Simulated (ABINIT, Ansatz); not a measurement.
PbF2 (Fluorocronite): G0W0 with ABINIT, start to end. Symmetry: Fm-3m, No. 225, cubic system. The conventional cell has a = 5.927 Å, b = 5.927 Å, c = 5.927 Å, α = 90.00°, β = 90.00°, γ = 90.00°. Pb has 8 F at 2.57 Å nearest. Nearest to F lie 4 Pb at 2.57 Å. Farther neighbours, and contacts between anions beyond the nearest, are not listed. The calculation used RPA screening on LDA, plane waves, norm-conserving pseudopotentials (and 2 further levels or steps) in ABINIT 10.8.3, with cutoff 36 Ha, PseudoDojo scalar-relativistic 0.4.1 standard, norm-conserving, ngkpt (4, 4, 4), nband 60, ecuteps 4.4 Ha, inclvkb 2, shiftk (0, 0, 0), symchi 1, awtr 1, frequency ppm, 4×4×4 k-mesh. The LDA gap is 4.27 eV, indirect and the G0W0 gap on the mesh is 6.39 eV. The GW settings are 4×4×4 mesh, 60 bands, screening to 119.7 eV, Godby-Needs plasmon pole and the known limits are short of the basis limit; exchange with frozen shells missing; no spin-orbit coupling; coarse k mesh. It took 5 runs, 2 min in all on 4 MPI ranks of Arm Neoverse N1, shared host. G0W0 moves the gap on the mesh from 4.27 eV to 6.39 eV (+2.12 eV), with Z of 0.80 and 0.86 at the edges. Local fields lower the RPA ε∞ on this mesh from 3.89 to 3.27; a Γ-centred mesh this coarse tends to raise both, most where the direct gap is narrow, while a short band sum lowers them. The database entry behind the starting cell differs from other determinations of this structure. The cell and positions come from the Crystallography Open Database and are kept as given unless a step says otherwise. This is not the form that PbF2 usually takes at ambient conditions. Limits: no spin-orbit coupling. The 4×4×4 mesh is coarse for this cell, which bears on the long-range parts of exchange and screening. The norm-conserving file of at least one element keeps a d shell over frozen s and p shells of the same row. Exchange with those shells is missing from the self-energy, an error of 0.3 to 0.9 eV in cases checked, whose sign depends on which edge lies on those atoms.

[Paths, hosts, dates, memory and timing lines, banners, echoed tables and standing remarks are left out of the program output; an Ansatz launch command may be rebuilt from the run's recorded settings. Measured values are a selection of at most five: reports struck by readers or far from the other reports are left out. None is set beside runs whose start may be inverted or whose files or cutoffs have a known fault.]

[Runs of the session that timed out or met a known fault of the program may be left out.]

[Hosts, paths, dates, database ids (printed as entryN), source tags and the programs' standing remarks are cut or masked in the printed files.]

[G0W0 gaps are taken among the corrected bands and points alone; a level outside them can change the order at an edge.]

[Where Ansatz stands beside ABINIT at settings called matched, ABINIT's density can come from a denser mesh and the files from another edition; pairs whose starting gaps differed by over 0.03 eV were left out, so agreement reads better than it is.]
